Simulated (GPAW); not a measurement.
# BaAlGeH (P3m1): one start, several treatments of the self-energy

How much does the gap of BaAlGeH (P3m1) depend on the approximation to the self-energy?

Program: GPAW 26.7.0. Level of theory: LDA and many-body steps on it, plane waves. Results are calculated unless marked as measured.

### 1. The structure

It takes space group P3m1 (No. 156, trigonal). Conventional cell: a = 4.345 Å, b = 4.345 Å, c = 5.216 Å, α = 90.00°, β = 90.00°, γ = 120.00°. Nearest to Ba lie 3 H at 2.60 Å. Nearest to Al lie 1 H at 1.73 Å and 3 Ge at 2.55 Å. Ge has 3 Al at 2.55 Å nearest. Nearest to H lie 1 Al at 1.73 Å and 3 Ba at 2.60 Å. Farther neighbours are not listed.

As a file:

```
Ba Al Ge H
1.0
     4.34484    0.00000    0.00000
    -2.17242    3.76274    0.00000
     0.00000    0.00000    5.21606
Ba Al Ge H
1 1 1 1
Direct
  0.00000 0.00000 0.00000
  0.66667 0.33333 0.53950
  0.33333 0.66667 0.45510
  0.66667 0.33333 0.87030
```

The cell and positions come from the Crystallography Open Database and are kept as given unless a step says otherwise. Spin-orbit coupling is left out unless a step names it.

### 2. Empty states on the mesh, 3×3×2 mesh, 297 bands

This step: GPAW 26.7.0; DFT, LDA, plane waves, PAW.

The sums over transitions need many empty states on a uniform mesh; this step solves for them.

run.py reads:

```python
import json
import numpy as np
from gpaw.mpi import world
from gpaw import GPAW

calc = GPAW('gs.gpw').fixed_density(kpts={'size': (3, 3, 2), 'gamma': True},
    parallel={'domain': 1, 'band': 1},
    txt='nscf.txt')
calc.diagonalize_full_hamiltonian(nbands=297)
calc.write('full.gpw', mode='all')
res = {}
kpts = calc.get_ibz_k_points()
res['kpts'] = kpts
res['eigenvalues'] = [calc.get_eigenvalues(kpt=k) for k in range(len(kpts))]
res['n_electrons'] = calc.get_number_of_electrons()

if world.rank == 0:
    with open('result.json', 'w') as f:
        json.dump(res, f, default=lambda x: x.tolist())
```

Started as:

```bash
mpirun -n 4 gpaw python run.py
```

Numbers of over 12 decimals in the logs are rounded to 6 here.

The log of the run:

```text
Diagonalizing LCAO Hamiltonian
Converting LCAO to pw mode
convergence criteria:
- Maximum integral of absolute [eigenst]ate change: 4e-08 eV^2 / valence electron
maximum number of iterations: 100

SCF iterations
|iter     |     time |      energy | eigst |  dens |
|iter:   1|  |             | +1.01 |       |
|iter:   2|  |             | +0.04 |       |
|iter:   3|  |             | -0.63 |       |
[...]
|iter:  21|  |             | -6.51 |       |
|iter:  22|  |             | -7.23 |       |
|iter:  23|  |             | -7.54c|       |
SCF steps: 23
  __  _  _
 | _ |_)|_||  |
 |__||  | ||/\| - 26.7.0

Input parameters:
  mode=PW(ecut=600.0),
  convergence={'density': 1e-06, 'bands': -3},
  gpts=array([25, 25, 30]),
  kpts=MonkhorstPack(size=(3, 3, 2), gamma=True),
  maxiter=100,
  nbands=17,
  occupations=Occupations(name='fermi-dirac', width=0.001, fixmagmom=False),
  parallel={'domain': 1, 'band': 1},
  xc=XC(name='LDA')
Matrix size: 2847x2847
# Writing to full.gpw (mode='all')
  [... matrices ...]

timing:  # [seconds]
  Total: 47.568  # ━━━━━━━━━━━━━━━━━━━━━━━━━━━━━━━━━━━━━━━━━━━━━━━━━━━━━━━━━━
```

It took 52 s on 4 MPI ranks of Arm Neoverse V2, shared host; peak memory 2.7 GiB; 3.4 min of CPU time.

Numbers from this step:

```yaml
gap: 1.069 eV
k_of_the_valence_top: 0, 0, 0.5
k_of_the_conduction_bottom: 0, 0, 0
least_direct_gap: 1.260 eV
k_points_computed: 6
lowest_point_of_the_top_converged_band_above_the_valence_top: 119.4783 eV
```

On this mesh the gap is 1.069 eV.

### 3. G0W0, Godby-Needs plasmon pole

G0W0 replaces the xc potential by the self-energy, built once from these orbitals. Only a window of levels is corrected, while the sums run over the empty bands that the input names.

This step: G0W0 on LDA, plane waves, PAW.

run.py reads:

```python
import json
import numpy as np
from gpaw.mpi import world
from gpaw.response.g0w0 import G0W0

gw = G0W0('full.gpw',
    filename='gw',
    kpts=[0, 1],
    bands=(7, 11),
    ecut=78,
    nbands=133,
    integrate_gamma='WS',
    ppa=True)
gw.calculate()
res = {mode: {k: v for k, v in r.items() if k != 'sigma_eskwn'}
       for mode, r in gw.all_results.items()}

if world.rank == 0:
    with open('result.json', 'w') as f:
        json.dump(res, f, default=lambda x: x.tolist())
```

Started as:

```bash
mpirun -n 4 gpaw python run.py
```

The log of the run:

```text
Using integrator: PointIntegrator
FrequencyGridDescriptor(from 0.000+0.000j to 0.000+27.211j eV, 2 points)
Nonperiodic BCs:  [False False False]
Using integrator: PointIntegrator
FrequencyGridDescriptor(from 0.000+0.000j to 0.000+27.211j eV, 2 points)
Nonperiodic BCs:  [False False False]
  ___  _ _ _
 |   || | | |
 | | || | | |
 |__ ||_____|
 |___|

BZ k-points: Symmetries present (total): 6

  [... matrices ...]
18 k-points: 3 x 3 x 2 Monkhorst-Pack grid + [0.000000,0.000000,1/4]
6 k-points in the irreducible part of the Brillouin zone
       k-points in crystal coordinates                weights
   0:     0.00000000    0.00000000    0.00000000          1/18
   1:     0.00000000    0.00000000    0.50000000          1/18
   2:     0.33333333    0.00000000    0.00000000          6/18
   3:     0.33333333    0.00000000    0.50000000          6/18
   4:     0.33333333    0.33333333    0.00000000          2/18
   5:     0.33333333    0.33333333    0.50000000          2/18

Distributing spins, k-points and bands (1 x 2 x 4) over 4 processes
Number of blocks: 1

Quasi particle states:
k-points (IBZ indices): [0, 1]
Band range: (7, 11)
  [... matrices ...]
Computational parameters:
Plane wave cut-off: 78 eV
Number of bands: 133
Coulomb cutoff: None
Broadening: 0.1 eV

fxc modes: GW
Kernel: RPA
Using Godby-Needs plasmon-pole approximation:
  Fitting energy: i*E0, E0 = 1.000 Hartree
Summing all q:

Calculating screened Coulomb potential
No Coulomb truncation
FrequencyGridDescriptor(from 0.000+0.000j to 0.000+27.211j eV, 2 points)
Removing empty qpoint cache files...

Calculating chi0 body with:
    Ground state adapter containing:
    Number of spins: 1
    Number of kpoints: 18
    Number of irreducible kpoints: 6
    Number of completely occupied states: 9
    Number of partially occupied states: 9
    Occupied states memory: 2.574921 M / cpu

    Linear response parametrization:
    q_c: [0.0, 0.0, 0.0]
    Number of frequency points: 2
    Planewave cutoff: 78.0
    Number of bands: 133
    Number of planewaves: 121
    Broadening (eta): 1e-06
    comm.size: 4
    kncomm.size: 4
    blockcomm.size: 1

    Memory estimate of potentially large arrays:
        chi0_wGG: 0.446808 M / cpu
Integrating chi0 body.

Symmetries of q_c:
    Direct symmetries (Uq -> q): 6
    Indirect symmetries (TUq -> q): 6
In total 12 allowed symmetries.

  [... matrices ...]
6 groups of equivalent kpoints. 66.666667% reduction.

Integral kind: response function
Integrating chi0 head and wings.

Symmetries of q_c:
    Direct symmetries (Uq -> q): 6
    Indirect symmetries (TUq -> q): 6
In total 12 allowed symmetries.

  [... matrices ...]
6 groups of equivalent kpoints. 66.666667% reduction.

Integral kind: response function wings

Calculating chi0 body with:
    Ground state adapter containing:
    Number of spins: 1
    Number of kpoints: 18
    Number of irreducible kpoints: 6
    Number of completely occupied states: 9
    Number of partially occupied states: 9
    Occupied states memory: 2.574921 M / cpu

[... the further q-points ...]

Results:
f:      Occupation numbers
eps:     KS-eigenvalues [eV]
vxc:     KS vxc [eV]
exx:     Exact exchange [eV]
sigma:   Self-energies [eV]
dsigma:  Self-energy derivatives
Z:       Renormalization factors
qp:      QP-energies [eV]

k-point 0 (0): (0.000, 0.000, 0.000)                GW
band       f     eps     vxc     exx   sigma  dsigma       Z      qp
                                                                   GW
   7   1.000   5.561 -12.117 -13.333   1.037  -0.286   0.777   5.422
   8   1.000   5.561 -12.117 -13.333   1.037  -0.286   0.777   5.422
   9   0.000   7.078 -12.093  -7.955  -3.622  -0.279   0.782   7.481
  10   0.000   9.294 -11.363  -6.648  -4.224  -0.280   0.781   9.678

k-point 1 (1): (0.000, 0.000, 0.500)                GW
band       f     eps     vxc     exx   sigma  dsigma       Z      qp
                                                                   GW
   7   1.000   5.947 -12.583 -13.839   1.077  -0.286   0.778   5.807
   8   1.000   6.010 -11.577 -12.514   0.773  -0.289   0.776   5.882
   9   0.000   7.270 -13.060  -8.702  -3.675  -0.280   0.781   7.803
  10   0.000   7.906 -10.975  -6.584  -3.943  -0.269   0.788   8.259
```

Wall time 15 s (4 MPI ranks); peak memory 1.4 GiB; 59 s of CPU time.

Numbers from this step:

- G0W0 gap on the points computed: 1.599 eV
- least direct G0W0 gap on the computed points: 1.921 eV
- Z at the valence top: 0.7758
- Z at the conduction bottom: 0.7817
- starting gap on the mesh: 1.069 eV
- k of the valence top: 0, 0, 0.5
- k of the conduction bottom: 0, 0, 0

The gap on the mesh goes from 1.07 eV to 1.60 eV, a correction of +0.53 eV.

### 4. One-shot HSE06

This step: one-shot HSE06 levels on LDA orbitals, plane waves, PAW.

run.py reads:

```python
import json
import numpy as np
from gpaw.mpi import world
from gpaw.hybrids.eigenvalues import non_self_consistent_eigenvalues

dft, vxc, vxc_hyb = non_self_consistent_eigenvalues('full.gpw', 'HSE06', 7, 11, kpt_indices=[0, 1])
res = {'dft': dft[0], 'hybrid': (dft - vxc + vxc_hyb)[0]}
if world.rank == 0:
    with open('hybrid.txt', 'w') as f:
        for k, e0, e1 in zip([0, 1], res['dft'], res['hybrid']):
            print(k, ' '.join(f'{x:9.4f}' for x in e0), '|', ' '.join(f'{x:9.4f}' for x in e1), file=f)

if world.rank == 0:
    with open('result.json', 'w') as f:
        json.dump(res, f, default=lambda x: x.tolist())
```

Started as:

```bash
mpirun -n 4 gpaw python run.py
```

The log of the run:

```text
IBZ(<points: 6, symmetries: 6>)
Occupied bands: 9
Transforming wave functions from IBZ to BZ: 0.011 seconds
Distributing wave functions and iFFT-ing to real space: 0.072 seconds
Calculating eigenvalues:
  k-points: 2
  Bands: 7-10 (inclusive)
  Seconds: 0.191 (wave-function broadcasting: 0.012 seconds)
HSE06-eigenvalue shifts:
  min: -0.104 eV
  ave: 0.278 eV
  max: 0.693 eV
```

Elapsed: 2.5 s, on 4 MPI ranks; peak memory 0.72 GiB.

Numbers from this step:

```yaml
starting_gap_on_the_mesh: 1.069 eV
hybrid_gap_on_the_mesh: 1.759 eV
least_direct_hybrid_gap_on_the_computed_points: 2.009 eV
```

### 5. G0W0, extrapolated in the cutoff

This step: G0W0 on LDA, plane waves, PAW.

run.py reads:

```python
import json
import numpy as np
from gpaw.mpi import world
from gpaw.response.g0w0 import G0W0

gw = G0W0('full.gpw',
    filename='gw',
    kpts=[0, 1],
    bands=(7, 11),
    ecut=130.0,
    integrate_gamma='WS',
    ppa=True,
    ecut_extrapolation=True)
gw.calculate()
res = {mode: {k: v for k, v in r.items() if k != 'sigma_eskwn'}
       for mode, r in gw.all_results.items()}

if world.rank == 0:
    with open('result.json', 'w') as f:
        json.dump(res, f, default=lambda x: x.tolist())
```

Started as:

```bash
mpirun -n 4 gpaw python run.py
```

The log of the run:

```text
Using integrator: PointIntegrator
FrequencyGridDescriptor(from 0.000+0.000j to 0.000+27.211j eV, 2 points)
Nonperiodic BCs:  [False False False]
Using integrator: PointIntegrator
FrequencyGridDescriptor(from 0.000+0.000j to 0.000+27.211j eV, 2 points)
Nonperiodic BCs:  [False False False]
  ___  _ _ _
 |   || | | |
 | | || | | |
 |__ ||_____|
 |___|

BZ k-points: Symmetries present (total): 6

  [... matrices ...]
18 k-points: 3 x 3 x 2 Monkhorst-Pack grid + [0.000000,0.000000,1/4]
6 k-points in the irreducible part of the Brillouin zone
       k-points in crystal coordinates                weights
   0:     0.00000000    0.00000000    0.00000000          1/18
   1:     0.00000000    0.00000000    0.50000000          1/18
   2:     0.33333333    0.00000000    0.00000000          6/18
   3:     0.33333333    0.00000000    0.50000000          6/18
   4:     0.33333333    0.33333333    0.00000000          2/18
   5:     0.33333333    0.33333333    0.50000000          2/18

Distributing spins, k-points and bands (1 x 2 x 4) over 4 processes
Number of blocks: 1

Quasi particle states:
k-points (IBZ indices): [0, 1]
Band range: (7, 11)
  [... matrices ...]
Computational parameters:
Extrapolating to infinite plane wave cut-off using points at:
  112.031 eV
  120.183 eV
  130.000 eV
Number of bands: 287
Coulomb cutoff: None
Broadening: 0.1 eV

fxc modes: GW
Kernel: RPA
Using Godby-Needs plasmon-pole approximation:
  Fitting energy: i*E0, E0 = 1.000 Hartree
Summing all q:

Calculating screened Coulomb potential
No Coulomb truncation
FrequencyGridDescriptor(from 0.000+0.000j to 0.000+27.211j eV, 2 points)
Removing empty qpoint cache files...

Calculating chi0 body with:
    Ground state adapter containing:
    Number of spins: 1
    Number of kpoints: 18
[...]
comm.size: 4
    kncomm.size: 4
    blockcomm.size: 1

    Memory estimate of potentially large arrays:
        chi0_wGG: 2.375519 M / cpu
Integrating chi0 body.

Symmetries of q_c:
    Direct symmetries (Uq -> q): 6
    Indirect symmetries (TUq -> q): 6
In total 12 allowed symmetries.

  [... matrices ...]
6 groups of equivalent kpoints. 66.666667% reduction.

Integral kind: response function
Integrating chi0 head and wings.

Symmetries of q_c:
    Direct symmetries (Uq -> q): 6
    Indirect symmetries (TUq -> q): 6
In total 12 allowed symmetries.

  [... matrices ...]
6 groups of equivalent kpoints. 66.666667% reduction.

Integral kind: response function wings

Calculating chi0 body with:
    Ground state adapter containing:
    Number of spins: 1
    Number of kpoints: 18
    Number of irreducible kpoints: 6
    Number of completely occupied states: 9
    Number of partially occupied states: 9
    Occupied states memory: 2.574921 M / cpu

[... the further q-points ...]
Extrapolating selfenergy to infinite energy cutoff:
  Performing linear fit to 3 points
  Minimum R^2 = 0.9816. (R^2 Should be close to 1)
  [... matrices ...]
Results:
f:      Occupation numbers
eps:     KS-eigenvalues [eV]
vxc:     KS vxc [eV]
exx:     Exact exchange [eV]
sigma:   Self-energies [eV]
dsigma:  Self-energy derivatives
Z:       Renormalization factors
qp:      QP-energies [eV]

k-point 0 (0): (0.000, 0.000, 0.000)                GW
band       f     eps     vxc     exx   sigma  dsigma       Z      qp
                                                                   GW
   7   1.000   5.561 -12.117 -13.333   0.707  -0.289   0.776   5.166
   8   1.000   5.561 -12.117 -13.333   0.708  -0.289   0.776   5.166
   9   0.000   7.078 -12.093  -7.955  -3.881  -0.281   0.780   7.278
[...]
k-point 1 (1): (0.000, 0.000, 0.500)                GW
band       f     eps     vxc     exx   sigma  dsigma       Z      qp
                                                                   GW
[...]
9   0.000   7.270 -13.060  -8.702  -3.964  -0.283   0.780   7.577
  10   0.000   7.906 -10.975  -6.584  -4.219  -0.272   0.786   8.041
```

Wall time 1.8 min (4 MPI ranks); peak memory 1.8 GiB.

Numbers from this step:

| Property | Result |
| --- | --- |
| quasiparticle gap on the points computed | 1.676 eV |
| least direct quasiparticle gap on the computed points | 1.975 eV |
| Z at the valence top | 0.7735 |
| Z at the conduction bottom | 0.7804 |
| starting gap on the mesh | 1.069 eV |
| k of the valence top | 0, 0, 0.5 |
| k of the conduction bottom | 0, 0, 0 |
| gaps at the cutoffs of the extrapolation | 1.632, 1.637, 1.641 eV |

Against G0W0 in GPAW (3×3×2 mesh, 133 bands, screening to 78 eV, Godby-Needs plasmon pole), the gap moves by +0.076 eV.

### 6. One-shot PBE0

This step: one-shot PBE0 levels on LDA orbitals, plane waves, PAW.

run.py reads:

```python
import json
import numpy as np
from gpaw.mpi import world
from gpaw.hybrids.eigenvalues import non_self_consistent_eigenvalues

dft, vxc, vxc_hyb = non_self_consistent_eigenvalues('full.gpw', 'PBE0', 7, 11, kpt_indices=[0, 1])
res = {'dft': dft[0], 'hybrid': (dft - vxc + vxc_hyb)[0]}
if world.rank == 0:
    with open('hybrid.txt', 'w') as f:
        for k, e0, e1 in zip([0, 1], res['dft'], res['hybrid']):
            print(k, ' '.join(f'{x:9.4f}' for x in e0), '|', ' '.join(f'{x:9.4f}' for x in e1), file=f)

if world.rank == 0:
    with open('result.json', 'w') as f:
        json.dump(res, f, default=lambda x: x.tolist())
```

Started as:

```bash
mpirun -n 4 gpaw python run.py
```

The log of the run:

```text
IBZ(<points: 6, symmetries: 6>)
Occupied bands: 9
Transforming wave functions from IBZ to BZ: 0.011 seconds
Distributing wave functions and iFFT-ing to real space: 0.071 seconds
Calculating eigenvalues:
  k-points: 2
  Bands: 7-10 (inclusive)
  Seconds: 0.307 (wave-function broadcasting: 0.012 seconds)
HSE06-eigenvalue shifts:
  min: -0.459 eV
  ave: 0.255 eV
  max: 1.009 eV
```

The job ended after 2.6 s (4 MPI ranks; peak memory 0.73 GiB; 9.9 s of CPU time).

This step gave:

```yaml
starting_gap_on_the_mesh: 1.069 eV
hybrid_gap_on_the_mesh: 2.409 eV
least_direct_hybrid_gap_on_the_computed_points: 2.686 eV
```

### 7. G0W0, full frequency, Hilbert transform

This step: G0W0 on LDA, plane waves, PAW.

run.py reads:

```python
import json
import numpy as np
from gpaw.mpi import world
from gpaw.response.g0w0 import G0W0

gw = G0W0('full.gpw',
    filename='gw',
    kpts=[0, 1],
    bands=(7, 11),
    ecut=78,
    nbands=133,
    integrate_gamma='WS',
    frequencies={'type': 'nonlinear', 'domega0': 0.1, 'omega2': 15.0},
    eta=0.1,
    nblocksmax=True)
gw.calculate()
res = {mode: {k: v for k, v in r.items() if k != 'sigma_eskwn'}
       for mode, r in gw.all_results.items()}

if world.rank == 0:
    with open('result.json', 'w') as f:
        json.dump(res, f, default=lambda x: x.tolist())
```

Started as:

```bash
mpirun -n 4 gpaw python run.py
```

The log of the run:

```text
Using integrator: PointIntegrator
NonLinearFrequencyDescriptor(from 0.000 to 96.075 eV, 264 points)
Nonperiodic BCs:  [False False False]
Using integrator: PointIntegrator
NonLinearFrequencyDescriptor(from 0.000 to 96.075 eV, 264 points)
Nonperiodic BCs:  [False False False]
  ___  _ _ _
 |   || | | |
 | | || | | |
 |__ ||_____|
 |___|

BZ k-points: Symmetries present (total): 6

  [... matrices ...]
18 k-points: 3 x 3 x 2 Monkhorst-Pack grid + [0.000000,0.000000,1/4]
6 k-points in the irreducible part of the Brillouin zone
[...]
GW
   7   1.000   5.561 -12.117 -13.333   1.127  -0.356   0.738   5.495
   8   1.000   5.561 -12.117 -13.333   1.127  -0.356   0.738   5.495
   9   0.000   7.078 -12.093  -7.955  -3.506  -0.353   0.739   7.545
[...]
k-point 1 (1): (0.000, 0.000, 0.500)                GW
band       f     eps     vxc     exx   sigma  dsigma       Z      qp
                                                                   GW
[...]
9   0.000   7.270 -13.060  -8.702  -3.566  -0.354   0.738   7.855
  10   0.000   7.906 -10.975  -6.584  -3.858  -0.314   0.761   8.312
```

Run time: 31 s. Hardware: 4 MPI ranks; peak memory 1.6 GiB; 2 min of CPU time.

Numbers from this step:

```
G0W0 gap on the points computed              : 1.602 eV
least direct G0W0 gap on the computed points : 1.912 eV
starting gap on the mesh                     : 1.069 eV
k of the valence top                         : 0, 0, 0.5
k of the conduction bottom                   : 0, 0, 0
```

Against G0W0 in GPAW (3×3×2 mesh, 133 bands, screening to 78 eV, Godby-Needs plasmon pole), the gap moves by +0.003 eV.

### 8. Side by side

Times are wall times on 4 MPI ranks of Arm Neoverse V2, shared host. The host was busy with other work, so they are no guide to cost.

```csv
run,mesh,bands,screening cutoff (eV),DFT gap (eV),gap on the mesh (eV),direct (eV),time
"G0W0, Godby-Needs plasmon pole",3×3×2,133,78,1.069,1.599,1.921,15 s
one-shot HSE06,3×3×2,-,-,1.069,1.759,2.009,2.5 s
"G0W0, extrapolated in the cutoff",3×3×2,-,130,1.069,1.676,1.975,1.8 min
one-shot PBE0,3×3×2,-,-,1.069,2.409,2.686,2.6 s
"G0W0, full frequency, Hilbert transform",3×3×2,133,78,1.069,1.602,1.912,31 s
```

### 9. Outcome

| Item | Value |
| --- | --- |
| G0W0, Godby-Needs plasmon pole | 1.599 eV |
| one-shot HSE06 | 1.759 eV |
| G0W0, extrapolated in the cutoff | 1.676 eV |
| one-shot PBE0 | 2.409 eV |
| G0W0, full frequency, Hilbert transform | 1.602 eV |
| known limits | not at the basis limit; no spin-orbit coupling; coarse k mesh |

What this shows: One-shot HSE06: +0.159 eV against G0W0, Godby-Needs plasmon pole. G0W0, extrapolated in the cutoff: +0.076 eV against G0W0, Godby-Needs plasmon pole, at other bands or cutoff, so not like for like. One-shot PBE0: +0.810 eV against G0W0, Godby-Needs plasmon pole. G0W0, full frequency, Hilbert transform: +0.003 eV against G0W0, Godby-Needs plasmon pole. One-shot hybrid levels are evaluated on the LDA orbitals. Bands and cutoff are finite, so the gap is not at the basis limit. The miss can reach some tenths of an eV and take either sign; the mesh is an error of its own. These stock PAW sets were not made for GW; the filled d or f shell of Ge lies in the frozen core, which bears on start and correction. In the G0W0 runs levels were corrected at 2 k points alone, so a gap called «on the mesh» is the least over those, and an edge elsewhere would be missed. A denser mesh or path gives a starting gap of 0.76 eV: the GW mesh misses a band edge, so its gaps are not the fundamental one. The 3×3×2 mesh is coarse for this cell, which bears on the long-range parts of exchange and screening. The many-body steps are scalar-relativistic: spin-orbit coupling is not in them.

[Paths, hosts, dates, memory and timing lines, banners, echoed tables and standing remarks are left out of the program output.]

[Logs are printed without paths, hosts, clocks, repeated set-up lines and the standing remarks that a program may print on its own settings, such as how far it seeks lower states.]

[Runs of the session that timed out or met a known fault of the program may be left out.]

[Hosts, paths, dates, database ids (printed as entryN), source tags and the programs' standing remarks are cut or masked in the printed files.]
